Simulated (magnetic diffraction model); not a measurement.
## Li2Ce3V3Cu below its ordering temperature

Space group P-62m (no. 189), a = 7.1990 Å, c = 3.7940 Å.

| site | atom | x | y | z |
| --- | --- | --- | --- | --- |
| 3g | Ce | 0.5866 | 0 | 1/2 |
| 1b | Cu | 0 | 0 | 1/2 |
| 3f | V | 0.2487 | 0 | 0 |
| 2c | Li | 2/3 | 1/3 | 0 |

The compound is invented for this exercise: a known structure type with other elements, its cell scaled to their sizes and not relaxed.

Only Ce is taken to order (form factors of Ce3+); orders and moment sizes are assumed, and not adapted to the symmetry. Radiation: neutrons of λ = 4.2 Å, 3° to 100°; isotropic B of 0.21 Å² (Ce), 0.2 Å² (Cu), 0.2 Å² (V) and 0.35 Å² (Li). Simulated constant-wavelength pattern: nuclear and magnetic terms add, the magnetic one as |2.695 fm × Σ f S⊥ exp(2πi Q·r) exp(−B s²)|², summed over all Q at one angle with the factor 1/(sin²θ cos θ). For collinear order S is the moment m, which repeats by lattice and centring translations R with the sign exp(−2πi k·R). Free-ion form factors, Sears's scattering lengths of 1992, no absorption; a label names one of the reflections at its angle. The strongest nuclear line in the range is 100, and lines under 0.2 are left out.

Above the ordering temperature:

```csv
2θ (°),index,I
39.37,(1 0 0),28.4
67.22,(0 0 1),86.9
71.38,(1 1 0),33.9
80.77,(1 0 1),4.3
84.70,(2 0 0),100.0
```

Below it (cell unchanged):

```tsv
2θ (°)	I
19.39	131.7
33.92	9.3
39.37	28.4
52.92	16.8
60.70	9.2
67.22	86.9
70.70	2.0
71.38	33.9
74.78	21.4
77.46	0.9
80.77	4.3
84.70	100.0
90.56	5.7
94.47	13.9
97.08	4.3
```

**Question.** Check that the new lines index with k = (0 1/2 0), then choose among these models:
A. collinear moments along [101], 1.9 μB on Ce; signs + at (0.5866, 0, 1/2), + at (0.4134, 0.4134, 1/2), − at (0, 0.5866, 1/2)
B. collinear moments along [001], 1.9 μB on Ce; signs + at (0.5866, 0, 1/2), + at (0.4134, 0.4134, 1/2), − at (0, 0.5866, 1/2)
C. collinear moments along [101], 1.9 μB on Ce; signs + at (0.5866, 0, 1/2), + at (0.4134, 0.4134, 1/2), + at (0, 0.5866, 1/2)
D. collinear moments along [001], 1.9 μB on Ce; signs + at (0.5866, 0, 1/2), + at (0.4134, 0.4134, 1/2), + at (0, 0.5866, 1/2)

The new lines index as (0 1/2 0) at 19.39°, (1 -1/2 0) at 33.92°, (1 1/2 0) at 52.92° and (0 3/2 0) at 60.70°, that is as H ± k with k = (0 1/2 0), one of 3 inequivalent arms of its star (k and −k counted as one), which a powder can't tell apart. Half indices mean that the moments reverse under translations with k·R a half-integer, and the magnetic cell has twice the primitive volume.

Magnetic intensity, observed (below minus above) and for each model:

| 2θ (°) | index | observed | A | B | C | D |
| --- | --- | --- | --- | --- | --- | --- |
| 19.39 | (0 1/2 0) | 131.7 | 66.1 | 66.1 | 131.7 | 131.7 |
| 33.92 | (1 -1/2 0) | 9.3 | 4.2 | 19.5 | 2.0 | 9.3 |
| 52.92 | (1 1/2 0) | 16.8 | 34.6 | 52.1 | 11.2 | 16.8 |
| 60.70 | (0 3/2 0) | 9.2 | 0.7 | 0.7 | 9.2 | 9.2 |
| 70.70 | (0 1/2 1) | 2.0 | 9.4 | 1.0 | 18.7 | 2.0 |
| 74.78 | (2 -1/2 0) | 21.4 | 1.7 | 6.2 | 5.9 | 21.4 |
| 90.56 | (1 1/2 1) | 5.7 | 33.3 | 17.8 | 10.7 | 5.7 |
| 94.47 | (1 3/2 0) | 13.9 | 1.5 | 1.7 | 12.2 | 13.9 |

Model D matches.

The structure used: k = (0 1/2 0), collinear moments along [001], 1.9 μB on Ce; signs + at (0.5866, 0, 1/2), + at (0.4134, 0.4134, 1/2), + at (0, 0.5866, 1/2).

[Logs are printed without paths, hosts, clocks, repeated set-up lines and the standing remarks that a program may print on its own settings, such as how far it seeks lower states.]
